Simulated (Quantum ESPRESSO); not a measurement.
# KMgF3 (Pm-3m): modes at Γ and the response to a field

Aim: the zone-centre modes of KMgF3 (Pm-3m).

Calculated with Quantum ESPRESSO 7.5; DFT LDA, scalar-relativistic, plane waves, PseudoDojo norm-conserving pseudopotentials.

This is a report of a sequence of runs, with most program output left out.

## (1) The structure

It takes space group Pm-3m (No. 221, cubic). The conventional cell has a = 3.986 Å, b = 3.986 Å, c = 3.986 Å, α = 90.00°, β = 90.00°, γ = 90.00°. Nearest to K lie 12 F at 2.82 Å. Nearest to Mg lie 6 F at 1.99 Å. Nearest to F lie 2 Mg at 1.99 Å and 4 K at 2.82 Å. Farther neighbours and most contacts between anions are not listed.

## (2) A probe with smearing

A cheap run with smearing and empty bands tells whether the crystal has a gap, which decides between fixed occupations and smearing later on.

Contents of probe.in:

```
 &control
    calculation='scf',
    prefix='x',
    outdir='./tmp',
    pseudo_dir='./pseudo',
    tprnfor=.true.,
    tstress=.true.,
    verbosity='high',
 /
 &system
    ibrav=1,
    celldm(1)=7.53225936,
    nat=5,
    ntyp=3,
    ecutwfc=92.0,
    occupations='smearing',
    smearing='gaussian',
    degauss=0.01,
 /
 &electrons
    conv_thr=1.0d-07,
    mixing_beta=0.7,
    electron_maxstep=100,
 /
ATOMIC_SPECIES
 K      39.0983  K.upf
 Mg     24.3050  Mg.upf
 F      18.9984  F.upf
ATOMIC_POSITIONS crystal
 K      0.500000000   0.500000000   0.500000000
 Mg     0.000000000   0.000000000   0.000000000
 F      0.500000000   0.000000000   0.000000000
 F      0.000000000   0.500000000   0.000000000
 F      0.000000000   0.000000000   0.500000000
K_POINTS automatic
 4 4 4 0 0 0
```

Launch:

```bash
OMP_NUM_THREADS=1 mpirun -n 4 pw.x -nk 4 -in probe.in > probe.out
```

Wall time 9.7 s (4 MPI ranks of Intel Xeon at 2.70GHz, shared host); 37 s of CPU time.

Read from the output:

```
volume per atom   : 12.67 Å³
pressure          : -4.560 GPa
gap on the k-mesh : 6.998 eV
```

A gap of 7.0 eV opens on this mesh, so the crystal is taken as an insulator; the start stands at -4.6 GPa.

## (3) Relaxing the cell and atoms

The relaxation runs at a cutoff a fifth above that of the response, since stress converges more slowly with the basis than frequencies do. Forces and stress are brought to rest with tight thresholds.

Contents of relax.in:

```
 &control
    calculation='vc-relax',
    prefix='x',
    outdir='./tmp',
    pseudo_dir='./pseudo',
    tprnfor=.true.,
    tstress=.true.,
    forc_conv_thr=2.0d-05,
    etot_conv_thr=1.0d-07,
    nstep=40,
 /
 &system
    ibrav=1,
    celldm(1)=7.53225936,
    nat=5,
    ntyp=3,
    ecutwfc=110,
    occupations='fixed',
    nbnd=22,
 /
 &electrons
    conv_thr=1.0d-11,
    mixing_beta=0.7,
    electron_maxstep=100,
 /
 &ions
 /
 &cell
    press_conv_thr=0.2,
 /
ATOMIC_SPECIES
 K      39.0983  K.upf
 Mg     24.3050  Mg.upf
 F      18.9984  F.upf
ATOMIC_POSITIONS crystal
 K      0.500000000   0.500000000   0.500000000
 Mg     0.000000000   0.000000000   0.000000000
 F      0.500000000   0.000000000   0.000000000
 F      0.000000000   0.500000000   0.000000000
 F      0.000000000   0.000000000   0.500000000
K_POINTS automatic
 6 6 6 0 0 0
```

Launch:

```bash
OMP_NUM_THREADS=1 mpirun -n 4 pw.x -nk 4 -in relax.in > relax.out
```

It took 90 s on 4 MPI ranks.

Step by step:

| step | energy less that of the first step (eV) | largest force (eV/Å) | pressure (GPa) | volume (Å³) |
| --- | --- | --- | --- | --- |
| 1 | 0.0000 | 0.0000 | -4.52 | 63.33 |
| 2 | -0.0338 | 0.0000 | -2.93 | 61.88 |
| 3 | -0.0549 | 0.0000 | -0.16 | 59.75 |
| 4 | -0.0550 | 0.0000 | 0.01 | 59.63 |
| 5 | -0.0550 | 0.0000 | 0.00 | 59.64 |
| 6 | -0.0549 | 0.0000 | 0.00 | 59.64 |

| conventional cell, symmetrised | before | after | change |
| --- | --- | --- | --- |
| a (Å) | 3.986 | 3.907 | -2.0 % |
| b (Å) | 3.986 | 3.907 | -2.0 % |
| c (Å) | 3.986 | 3.907 | -2.0 % |
| volume (Å³/atom) | 12.67 | 11.93 | -5.8 % |

Final coordinates:

```xyz
5
Lattice="3.9069 0.0000 0.0000 0.0000 3.9069 0.0000 0.0000 0.0000 3.9069" Properties=species:S:1:pos:R:3 pbc="T T T"
K     1.9535    1.9535    1.9535
Mg    0.0000    0.0000    0.0000
F     1.9535    0.0000    0.0000
F     0.0000    1.9535    0.0000
F     0.0000    0.0000    1.9535
```

The last row of the table of steps is pw.x's closing run on a basis chosen anew for the final cell, so its energy can jump.

Numbers from this step:

* volume per atom: 11.93 Å³
* pressure: 0.002 GPa
* gap on the k-mesh: 7.471 eV

The volume changes by -5.8 % from the cell with which this run began.

## (4) Ground state

The response is built on this ground state, so it is converged far tighter than an energy would need. With a gap, occupations are fixed, which also allows the response to an electric field.

Contents of scf.in:

```
 &control
    calculation='scf',
    prefix='x',
    outdir='./tmp',
    pseudo_dir='./pseudo',
    tprnfor=.true.,
    tstress=.true.,
 /
 &system
    ibrav=1,
    celldm(1)=7.38305913,
    nat=5,
    ntyp=3,
    ecutwfc=92.0,
    occupations='fixed',
    nbnd=22,
 /
 &electrons
    conv_thr=1.0d-12,
    mixing_beta=0.7,
    electron_maxstep=100,
 /
ATOMIC_SPECIES
 K      39.0983  K.upf
 Mg     24.3050  Mg.upf
 F      18.9984  F.upf
ATOMIC_POSITIONS crystal
 K      0.500000000   0.500000000   0.500000000
 Mg     0.000000000   0.000000000   0.000000000
 F      0.500000000   0.000000000   0.000000000
 F      0.000000000   0.500000000   0.000000000
 F      0.000000000   0.000000000   0.500000000
K_POINTS automatic
 8 8 8 0 0 0
```

Launch:

```bash
OMP_NUM_THREADS=1 mpirun -n 4 pw.x -nk 4 -in scf.in > scf.out
```

Run time: 24 s. Hardware: 4 MPI ranks.

Read from the output:

- pressure: -0.01100 GPa

The cell stands at -0.011 GPa, close enough for phonons.

## (5) Linear response at Γ

At q = 0 one unit cell holds all displacements; symmetry groups them into irreducible representations that are solved one by one. The response to a field gives ε∞ and the Born charges, which polar modes need.

Contents of ph.in:

```
phonons
 &inputph
    prefix='x',
    outdir='./tmp',
    fildyn='g.dyn',
    tr2_ph=1.0d-18,
    epsil=.true.,
 /
0.000000000000 0.000000000000 0.000000000000
```

Launch:

```bash
OMP_NUM_THREADS=1 mpirun -n 4 ph.x -nk 4 -in ph.in > ph.out
```

Elapsed: 22 min, on 4 MPI ranks; 87 min of CPU time.

Numbers from this step:

- miss of the charge sum rule: 6.00e-5 e
- largest acoustic frequency at the zone centre before the sum rule: 8.42 cm⁻¹
- highest optical zone-centre mode (no LO-TO term): 516.3 cm⁻¹
- lowest optical zone-centre mode: 155.5 cm⁻¹
- mean high-frequency dielectric constant: 2.158
- largest Born charge in size (third of the trace): 1.989 e

Born charge (rows field, columns displacement), before the sum rule (e), principal values of the symmetric part by kind of site:

| atom | atoms with these values | low | middle | high | mean |
| --- | --- | --- | --- | --- | --- |
| K1 | 1 | 1.19 | 1.19 | 1.19 | 1.19 |
| Mg2 | 1 | 1.99 | 1.99 | 1.99 | 1.99 |
| F3 | 3 | -1.25 | -0.97 | -0.97 | -1.06 |

In full for K1:

```
1.19 0.00 0.00
0.00 1.19 0.00
0.00 0.00 1.19
```

High-frequency dielectric tensor:

```
2.16 0.00 0.00
0.00 2.16 0.00
0.00 0.00 2.16
```

The acoustic modes at Γ come out as far as 8.4 cm⁻¹ from zero, where they should vanish, a small numerical error; the Born charges miss their sum rule by 6.0e-5 e, which is good.

## (6) Modes with the sum rule

A rigid shift of the crystal must cost nothing, but grids and finite bases break this; the acoustic sum rule is imposed before the matrix is diagonalised again. With Born charges the intensities follow, and the static dielectric tensor.

Contents of dynmat.in:

```
 &input
    fildyn='g.dyn',
    asr='simple',
    fileig='dynmat.eig',
    lperm=.true.,
 /
```

Launch:

```bash
dynmat.x -in dynmat.in > dynmat.out
```

Run time: 0.75 s. Hardware: 1 thread.

This step gave:

- highest optical zone-centre mode (no LO-TO term): 516.2 cm⁻¹
- lowest optical zone-centre mode: 155.4 cm⁻¹
- mean static dielectric constant: 6.640

Unit eigenvectors of the mass-weighted matrix after the sum rule; no LO-TO term. The modes at Γ (shares of kinetic energy by element, %):

| mode | frequency (cm⁻¹) | symmetry | K % | Mg % | F % |
| --- | --- | --- | --- | --- | --- |
| 1 | 0.0 | acoustic | 32 | 20 | 47 |
| 2 | 0.0 | acoustic | 32 | 20 | 47 |
| 3 | 0.0 | acoustic | 32 | 20 | 47 |
| 4 | 155.4 | T1u | 67 | 5 | 28 |
| 5 | 155.4 | T1u | 67 | 5 | 28 |
| 6 | 155.4 | T1u | 67 | 5 | 28 |
| 7 | 185.4 | T2u | 0 | 0 | 100 |
| 8 | 185.4 | T2u | 0 | 0 | 100 |
| 9 | 185.4 | T2u | 0 | 0 | 100 |
| 10 | 285.4 | T1u | 1 | 41 | 58 |
| 11 | 285.4 | T1u | 1 | 41 | 58 |
| 12 | 285.4 | T1u | 1 | 41 | 58 |
| 13 | 516.2 | T1u | 0 | 33 | 67 |
| 14 | 516.2 | T1u | 0 | 33 | 67 |
| 15 | 516.2 | T1u | 0 | 33 | 67 |

Displacements in mode 5 (155.4 cm⁻¹), the largest set to 1:
```
K1   0.51  1.00 -0.11
Mg2 -0.19 -0.36  0.04
F3  -0.23 -0.58  0.06
F4  -0.30 -0.44  0.06
F5  -0.30 -0.58  0.05
```

Displacements in mode 10 (285.4 cm⁻¹), the largest set to 1:
```
K1   0.05 -0.05 -0.11
Mg2 -0.42  0.48  1.00
F3  -0.26 -0.40 -0.84
F4   0.35  0.30 -0.84
F5   0.35 -0.40  0.63
```

Degenerate modes summed, no LO-TO term. Lines of the infrared spectrum (strongest = 100):

| position (cm⁻¹) | lines merged | label | IR intensity, relative |
| --- | --- | --- | --- |
| 155 | 3 | T1u | 44 |
| 185 | 3 | T2u | 0.0 |
| 285 | 3 | T1u | 69 |
| 516 | 3 | T1u | 100 |

Static dielectric tensor (ions relaxed, fixed cell):

```
6.64 0.00 0.00
0.00 6.64 0.00
0.00 0.00 6.64
```

The rule moves no optical mode by more than 0.3 cm⁻¹.

## (7) Sum rules set otherwise: a sum rule for molecules or wires on a crystal

This rule also removes rotations, which suits wires and not a crystal; it is tried to see the harm.

Contents of dynmat.in:

```
 &input
    fildyn='g.dyn',
    asr='one-dim',
    fileig='dynmat.eig',
    lperm=.true.,
 /
```

Launch:

```bash
dynmat.x -in dynmat.in > dynmat.out
```

It took 0.73 s on 1 thread.

The program raised no error, yet the settings are not those of a careful run.

The fault: a sum rule for molecules or wires on a crystal; 1 optical mode is projected out to zero frequency, as if it were a rotation, and the static dielectric tensor is spoilt.

For a crystal the rule has to be 'simple' or 'crystal'.

Zone-centre frequencies as printed; negative means imaginary. Modes:

| mode | frequency (cm⁻¹) |
| --- | --- |
| 1 | 0 |
| 2 | 0 |
| 3 | 0 |
| 4 | 0 |
| 5 | 155.5 |
| 6 | 155.5 |
| 7 | 170.2 |
| 8 | 185.3 |
| 9 | 185.3 |
| 10 | 261.8 |
| 11 | 285.7 |
| 12 | 285.7 |
| 13 | 514.2 |
| 14 | 516.3 |
| 15 | 516.3 |

## (8) Sum rules set otherwise (asr no)

Without the rule the raw error of the acoustic modes shows.

Contents of dynmat.in:

```
 &input
    fildyn='g.dyn',
    asr='no',
    fileig='dynmat.eig',
    lperm=.true.,
 /
```

Launch:

```bash
dynmat.x -in dynmat.in > dynmat.out
```

Run time: 0.8 s. Hardware: 1 thread.

Numbers from this step:

* highest optical zone-centre mode (no LO-TO term): 516.3 cm⁻¹
* lowest optical zone-centre mode: 155.5 cm⁻¹
* mean static dielectric constant: 6.641

Zone-centre frequencies as printed; negative means imaginary. Modes:

| mode | frequency (cm⁻¹) |
| --- | --- |
| 1 | 8.42 |
| 2 | 8.42 |
| 3 | 8.42 |
| 4 | 155.5 |
| 5 | 155.5 |
| 6 | 155.5 |
| 7 | 185.3 |
| 8 | 185.3 |
| 9 | 185.3 |
| 10 | 285.7 |
| 11 | 285.7 |
| 12 | 285.7 |
| 13 | 516.3 |
| 14 | 516.3 |
| 15 | 516.3 |

Against the first rule no mode moves by more than 8.5 cm⁻¹.

## (9) Modes along a direction of q (1 0 0)

A longitudinal polar mode sets up a macroscopic field that stiffens it; the term hangs on the direction from which q goes to zero.

Contents of dynmat.in:

```
 &input
    fildyn='g.dyn',
    asr='simple',
    fileig='dynmat.eig',
    q(1)=1.0,
    q(2)=0.0,
    q(3)=0.0,
 /
```

Launch:

```bash
dynmat.x -in dynmat.in > dynmat.out
```

Run time: 0.78 s. Hardware: 1 thread.

This step gave:

```
highest mode moved by the LO-TO term : 598.9 cm⁻¹
```

Zone-centre frequencies as printed; negative means imaginary. Modes:

| mode | frequency (cm⁻¹) |
| --- | --- |
| 1 | 0 |
| 2 | 0 |
| 3 | 0 |
| 4 | 155.4 |
| 5 | 155.4 |
| 6 | 185.4 |
| 7 | 185.4 |
| 8 | 185.4 |
| 9 | 192.2 |
| 10 | 285.4 |
| 11 | 285.4 |
| 12 | 349.1 |
| 13 | 516.2 |
| 14 | 516.2 |
| 15 | 598.9 |

The field moves 3 modes; the highest of them now lies at 599 cm⁻¹, where the highest that moved away lay at 516.

## (10) Outcome

```yaml
space_group_after_relaxation: Pm-3m
volume_per_atom: 11.9 Å³
gap_on_the_k_mesh: 7.47 eV
highest_optical_zone_centre_mode_no_lo_to_term: 516.2 cm⁻¹
lowest_optical_zone_centre_mode: 155.4 cm⁻¹
highest_mode_moved_by_the_lo_to_term: 598.9 cm⁻¹
mean_high_frequency_dielectric_constant: 2.16
largest_born_charge_in_size_third_of_the_trace: 1.99 e
mean_static_dielectric_constant: 6.64
imaginary_optical_modes_at_the_zone_centre_no_q_mesh_in_this_session: none
```

What this shows: At the LDA level the optical modes of KMgF3 (Pm-3m) at the zone centre (no LO-TO term) run from 155 to 516 cm⁻¹. Along the directions run, the highest mode that the macroscopic field moves lies at 599 cm⁻¹. Lattice motion raises the mean dielectric constant from 2.158 to 6.640. Of the 12 optical modes, 9 are infrared active alone and 3 are silent. These are harmonic frequencies at zero temperature: anharmonic shifts and linewidths and thermal expansion are left out.

[Host names and launcher messages were left out of these logs when they were recorded.]

[Logs are printed without paths, hosts, clocks, repeated set-up lines and the standing remarks that a program may print on its own settings, such as how far it seeks lower states.]

[Hosts, paths, dates, database ids (printed as entryN), source tags and the programs' standing remarks are cut or masked in the printed files.]
